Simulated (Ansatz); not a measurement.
# Lattice dynamics of SiGe (model cell, started as NiAs type), part 2 of 2

Task: relax SiGe (model cell, started as NiAs type), then find its harmonic phonons.

Ansatz 0.2.0; DFT PBEsol, scalar-relativistic, plane waves, PAW.

So far. Step 4 (Relaxing to small forces for the phonons): The forces vanish by symmetry and the pressure is 0.001 GPa, within the tolerances set. The cell now holds 17.59 Å³/atom. Step 5 (Zone-centre response): Before it was imposed, the acoustic sum rule was missed by 4.7e-5 eV/Å². Small misses are needed for a sound result but don't prove that mesh and cutoff are converged. The lowest optical mode is real, 79.8 cm⁻¹. The relaxed cell has a = 3.561, c = 6.407 Å (conventional setting).

The structure was built from a prototype and need not be the compound's stable phase.

**6. Phonons on a q mesh**

The mesh has a single point along some directions, so zone-edge points there are not solved. Linear response on a 3×3×1 q mesh gives force constants as far as a supercell of that size would.

File input.yaml:

```yaml
crystal:
  lattice:
    - [3.5609407289, 3.0216e-06, 0.0]
    - [-1.7804729812, 3.0838636218, 0.0]
    - [0.0, 0.0, 6.4074540934]
  atoms:
    - { symbol: Ge, position: [0.0, 0.0, 0.0] }
    - { symbol: Ge, position: [0.0, 0.0, 0.5] }
    - { symbol: Si, position: [0.3333333333, 0.6666666667, 0.25] }
    - { symbol: Si, position: [0.6666666667, 0.3333333333, 0.75] }
kpoints:
  mp_grid: { grid: [12, 12, 6] }
hamiltonian:
  xc: pbesol
scf:
  occupations: { method: methfessel_paxton, width: 0.15 }
output:
  eigenvalues: true
phonons:
  method: dfpt
  qmesh: [3, 3, 1]
  temperatures: { t_max: 1000, t_step: 50 }
  qpath:
    path:
      - [[0.0, 0.0, 0.0], [0.5, 0.0, 0.0], [0.33333333, 0.33333333, 0.0], [0.0, 0.0, 0.0], [0.0, 0.0, 0.5], [0.5, 0.0, 0.5], [0.33333333, 0.33333333, 0.5], [0.0, 0.0, 0.5]]
      - [[0.5, 0.0, 0.5], [0.5, 0.0, 0.0]]
      - [[0.33333333, 0.33333333, 0.5], [0.33333333, 0.33333333, 0.0]]
    npoints: 10
```

The run is started by

```sh
> ansatz run input.yaml --threads 4 --pin off --max-ram 7168MiB --backend cpu --events-out ev --progress --plain --runs-dir out
```

Numbers of over 12 decimals in the logs are rounded to 6 here.

What it wrote:

```text
[...]
Crystal: 4 atoms, lattice volume = 70.363 Å³
Basis set: ecut = 420 eV, 1335 PW (Γ), exchange–correlation on 48×48×96 points (8 copies of the dense FFT grid, shifted against one another)
Bands: 22, of which v1, the nominal top of the filled ones, is band 18 counted from 1 (17 counted from 0)
Symmetry: 24 space group operations
k-points: 76 of 864
[...]
SCF iter   1: F=—  HF=-9748.707439 eV  |F-HF|=—  |Δ(HF+E_count)|=         —  Δρ=4.08e-3  dr2=1.54e-2  ethr=1.77e-3  ⟨swp⟩=5.1  Hψ=7518  notcnv=0
[...]
SCF iter   9: F=-9748.701763 eV  HF=-9748.701763 eV  |F-HF|=1.82e-12  |Δ(HF+E_count)|=  6.55e-11  S|Δr|=    0.00e0  Δρ=1.16e-7  dr2=6.42e-12  ethr=1.00e-12  ⟨swp⟩=5.3  Hψ=8110  notcnv=0
SCF 1 converged in 9 iterations: F = -9748.701763 eV  dr2 = 6.42e-12
[...]
phonons: the bands overlap, so this run is a metal and interpolates without the dipole-dipole term. If the crystal is really an insulator or semiconductor, its LO-TO splitting is missing
NSCF: frozen V_eff on 76 k-points
[...]
DFPT response loops at q = (0, 0, 0) (fractional): preconditioner auto → Kerker (q_TF=auto, 2.440 Å⁻¹) (partly filled bands, converged f_vac=0.000); β = 1.00, the filter's whole step (`scf.mixing.beta` (0.50) is not read by the response loops under this deck's `scf.mixing.preconditioner`; to damp them name `kerker` or `kerker_dos`, under which they read `scf.mixing.beta`, and type it under 1.00, their step now; both keys bind the ground state too); Broyden in place of MSR1
[...]
SCF converged after 9 iterations
[...]
Free energy (F): -9748.701763 eV
[...]
Internal energy: -9748.699654 eV  (E = F + TS)
E sigma→0 (E₀):  -9748.701236 eV
Entropy (-TS):   -0.002110 eV (-0.527 meV/atom)
Fermi energy:    9.796536 eV
[...]
--- Band table (eV; the first three rows and the last of 76) ---
  k-point 0: bands = [... 14 lower, 10.0287, 10.0287, 10.6176, 11.7177, 11.7177, 13.1387, 13.1387, 13.9614]
  k-point 1: bands = [... 14 lower, 10.1139, 10.1139, 11.5531, 11.5741, 11.5741, 13.1429, 13.1429, 13.8145]
  k-point 2: bands = [... 14 lower, 10.3620, 10.3620, 11.1953, 11.1953, 12.3952, 13.2800, 13.2800, 13.4390]
  k-point 75: bands = [... 14 lower, 4.6133, 4.6133, 8.4691, 8.4691, 10.0477, 10.0477, 11.2581, 11.2581]
--- Phonons (Γ-DFPT): 4 representative perturbations + reference (Σ response iterations 12) ---
  ASR residual: 1.804e-5 → 0.000e0 eV/Å²; symmetrization residual: 1.224e-6 eV/Å²
  ASR residual per site (eV/Å²): 5.54e-6 5.54e-6 1.80e-5 1.80e-5
[...]
--- Phonons (arbitrary-q DFPT): 3 irreducible q on the 3×3×1 mesh ---
  q = [0.0000, 0.0000, 0.0000] (star 1, of the zone-centre solve; hermiticity 5.94e-7, symmetrization 3.56e-8): -0.00 0.00 0.00 79.78 79.78 140.31 191.69 196.34 196.34 211.60 211.60 228.78
  q = [0.0000, 0.3333, 0.0000] (star 6, 6 solved perturbations in 3660 linear systems a pass and spin channel, the states on 864 of 864 k-point pairs; hermiticity 1.01e-6, symmetrization 2.38e-6): 44.13 58.56 98.80 104.49 108.59 136.76 181.50 200.32 218.62 238.45 247.15 255.09
[...]
sum rule: each row above includes the acoustic sum rule's correction from the zone centre's row sums; it moved no ω² by more than (0.42 cm⁻¹)²
  mesh force constants: q→R imaginary residual 0.00e0; ASR residual 1.804e-5 → 0.000e0 eV/Å²; symmetrization residual 4.441e-15 eV/Å²
  interpolated dispersion: 93 rows × 12 modes
  density of states and harmonic sums: on the 21×21×10 q-mesh, interpolated from the force constants of a 3×3×1 supercell (no non-analytic term)
  largest difference from the sums on the solved wave vectors: F 6.53e-2 eV, S 9.40e-5 and C_V 2.87e-5 eV/K
  zero-point energy: 0.116678 eV/cell   skipped modes (ω ≤ 0): 3   left out of the sums: 5.67e-5 of the cell's modes: C_V's classical limit lies that fraction below 3 k_B per atom; for a crystal, a wire or a layer, F and S can be off by more, and a phonons.interpolated_qmesh denser along its periods is the remedy for the sampling
```

Wall time 3.9 min (4 threads of Arm Neoverse V2, shared host); peak memory 3.1 GiB.

This step gave:

```yaml
sum_rule_residual_before_enforcement: 1.80e-5 eV/Å²
lowest_mode_on_the_q_mesh_acoustic_modes_at_gamma_apart: 44.13 cm⁻¹
highest_frequency_at_a_solved_wavevector_no_lo_to_term_at_gamma: 267.2 cm⁻¹
```

Frequencies (cm⁻¹) solved at each irreducible wavevector; negative means imaginary. Frequencies by wavevector, by row:

| q in reciprocal lattice units | star | mode 1 | mode 2 | mode 3 | mode 4 | mode 10 | mode 11 | mode 12 |
| --- | --- | --- | --- | --- | --- | --- | --- | --- |
| 0 0 0 | 1 | 0 | 0 | 0 | 79.8 | 211.6 | 211.6 | 228.8 |
| 0 0.3333 0 | 6 | 44.1 | 58.6 | 98.8 | 104.5 | 238.4 | 247.2 | 255.1 |
| 0.3333 0.3333 0 | 2 | 65.6 | 77.4 | 108.2 | 108.2 | 221.4 | 223.2 | 267.2 |

Symmetry leaves 3 wavevectors to solve. The lowest mode among them, the acoustic zeros apart, lies at q = (0, 0.333, 0) and is real, 44.1 cm⁻¹.

**7. Isotope substitution, element Ge, natural mass 72.63 amu**

An isotope changes the mass and not the force constants, so no new electronic calculation is needed; the shifts show which modes move this element.

The same force constants with the mass of Ge changed from 72.630 to 75.921 u (phonopy, no LO-TO term). Both lists are sorted by frequency; levels can cross, so a row need not hold one and the same mode. Modes under 3 cm⁻¹ are left out. Isotope shifts, by row:

| q | rank | natural mass (cm⁻¹) | changed mass (cm⁻¹) |
| --- | --- | --- | --- |
| 0 0 0 | 4 | 79.78 | 78.03 |
| 0 0 0 | 5 | 79.78 | 78.03 |
| 0 0 0 | 6 | 140.3 | 137.2 |
| 0 0 0 | 7 | 191.7 | 190.5 |
| 0 0 0 | 8 | 196.3 | 196.3 |
| 0 0 0 | 9 | 196.3 | 196.3 |
| 0 0 0 | 10 | 211.6 | 210.3 |
| 0 0 0 | 11 | 211.6 | 210.3 |
| 0 0 0 | 12 | 228.8 | 228.8 |
| 0 0.3333 0 | 1 | 44.13 | 43.38 |
| 0 0.3333 0 | 2 | 58.56 | 57.46 |
| 0 0.3333 0 | 3 | 98.8 | 97.2 |
| 0 0.3333 0 | 4 | 104.5 | 102.4 |
| 0 0.3333 0 | 5 | 108.6 | 106.2 |
| 0 0.3333 0 | 6 | 136.8 | 134 |
| 0 0.3333 0 | 7 | 181.5 | 181.3 |
| 0 0.3333 0 | 8 | 200.3 | 200.3 |
| 0 0.3333 0 | 9 | 218.6 | 218.2 |
| 0 0.3333 0 | 10 | 238.4 | 237.3 |
| 0 0.3333 0 | 11 | 247.2 | 246.2 |
| 0 0.3333 0 | 12 | 255.1 | 253.7 |
| 0.3333 0.3333 0 | 1 | 65.61 | 64.17 |
| 0.3333 0.3333 0 | 2 | 77.43 | 76.29 |
| 0.3333 0.3333 0 | 3 | 108.2 | 106.3 |
| 0.3333 0.3333 0 | 4 | 108.2 | 106.3 |
| 0.3333 0.3333 0 | 5 | 114 | 111.7 |
| 0.3333 0.3333 0 | 6 | 114 | 111.7 |
| 0.3333 0.3333 0 | 7 | 207.1 | 206.8 |
| 0.3333 0.3333 0 | 8 | 207.1 | 206.8 |
| 0.3333 0.3333 0 | 9 | 221.4 | 220.4 |
| 0.3333 0.3333 0 | 10 | 221.4 | 220.4 |
| 0.3333 0.3333 0 | 11 | 223.2 | 223.2 |
| 0.3333 0.3333 0 | 12 | 267.2 | 265.3 |

A mode of this element alone would shift by -2.19 %. The highest zone-centre frequency without the field goes from 228.8 to 228.8 cm⁻¹ (+0.0 %). The product of the frequency ratios over all optical modes at Γ is 0.919; the product rule, (m/m′)^(3k/2) (M′/M)^(3/2) with k = 2 such atoms and M the mass of the cell, gives 0.919.

**8. Another isotope, element Si, natural mass 28.085 amu**

The same for Si, from 28.09 to 29.97 u.

The same force constants with the mass of Si changed from 28.085 to 29.974 u (phonopy, no LO-TO term). Both lists are sorted by frequency; levels can cross, so a row need not hold one and the same mode. Modes under 3 cm⁻¹ are left out. Isotope shifts, by row:

| q | rank | natural mass (cm⁻¹) | changed mass (cm⁻¹) |
| --- | --- | --- | --- |
| 0 0 0 | 4 | 79.78 | 79.78 |
| 0 0 0 | 5 | 79.78 | 79.78 |
| 0 0 0 | 6 | 140.3 | 140.3 |
| 0 0 0 | 7 | 191.7 | 187.3 |
| 0 0 0 | 8 | 196.3 | 190.1 |
| 0 0 0 | 9 | 196.3 | 190.1 |
| 0 0 0 | 10 | 211.6 | 206.7 |
| 0 0 0 | 11 | 211.6 | 206.7 |
| 0 0 0 | 12 | 228.8 | 221.4 |
| 0 0.3333 0 | 1 | 44.13 | 43.79 |
| 0 0.3333 0 | 2 | 58.56 | 58.28 |
| 0 0.3333 0 | 3 | 98.8 | 97.9 |
| 0 0.3333 0 | 4 | 104.5 | 104.2 |
| 0 0.3333 0 | 5 | 108.6 | 108.6 |
| 0 0.3333 0 | 6 | 136.8 | 136.4 |
| 0 0.3333 0 | 7 | 181.5 | 176 |
| 0 0.3333 0 | 8 | 200.3 | 193.9 |
| 0 0.3333 0 | 9 | 218.6 | 212.3 |
| 0 0.3333 0 | 10 | 238.4 | 232.6 |
| 0 0.3333 0 | 11 | 247.2 | 240.7 |
| 0 0.3333 0 | 12 | 255.1 | 249 |
| 0.3333 0.3333 0 | 1 | 65.61 | 65.61 |
| 0.3333 0.3333 0 | 2 | 77.43 | 76.57 |
| 0.3333 0.3333 0 | 3 | 108.2 | 107.4 |
| 0.3333 0.3333 0 | 4 | 108.2 | 107.4 |
| 0.3333 0.3333 0 | 5 | 114 | 113.8 |
| 0.3333 0.3333 0 | 6 | 114 | 113.8 |
| 0.3333 0.3333 0 | 7 | 207.1 | 201 |
| 0.3333 0.3333 0 | 8 | 207.1 | 201 |
| 0.3333 0.3333 0 | 9 | 221.4 | 215.8 |
| 0.3333 0.3333 0 | 10 | 221.4 | 215.8 |
| 0.3333 0.3333 0 | 11 | 223.2 | 216 |
| 0.3333 0.3333 0 | 12 | 267.2 | 261.6 |

A mode of this element alone would shift by -3.20 %. The highest zone-centre frequency without the field goes from 228.8 to 221.4 cm⁻¹ (-3.2 %). The product of the frequency ratios over all optical modes at Γ is 0.846; the product rule, (m/m′)^(3k/2) (M′/M)^(3/2) with k = 2 such atoms and M the mass of the cell, gives 0.846.

**9. What came out**

| Property | Result |
| --- | --- |
| space group after relaxation (within 0.01 Å) | P6_3/mmc |
| volume per atom | 17.6 Å³ |
| electronic character | no gap on this mesh |
| highest optical mode at the zone centre (no LO-TO term) | 229 cm⁻¹ |
| lowest optical zone-centre mode | 79.8 cm⁻¹ |
| lowest mode on the q mesh (acoustic modes at Γ apart) | 44.1 cm⁻¹ |
| imaginary modes on the 3×3×1 q mesh | none |

The structure is a minimum as far as tested: no mode is imaginary at the 3 irreducible wavevectors of the 3×3×1 mesh, and the softest away from the acoustic zeros lies at 44 cm⁻¹. The optical modes at Γ span 80 to 229 cm⁻¹. The highest mode in this list at Γ, 228.8 cm⁻¹, is mostly motion of Si (100 % of the kinetic energy). The q mesh is too sparse to interpolate, so only the solved wavevectors are given. With no gap, or one that is small against the smearing, the frequencies hang on the k mesh and the smearing, most of all near Kohn anomalies. The starting cell was built on a prototype and not taken from a measurement, so the phase need not exist. These are harmonic frequencies at zero temperature: anharmonic shifts, linewidths and thermal expansion are left out.

[Logs are printed without paths, hosts, clocks, repeated set-up lines and the standing remarks that a program may print on its own settings, such as how far it seeks lower states.]

[Hosts, paths, dates, database ids (printed as entryN), source tags and the programs' standing remarks are cut or masked in the printed files.]
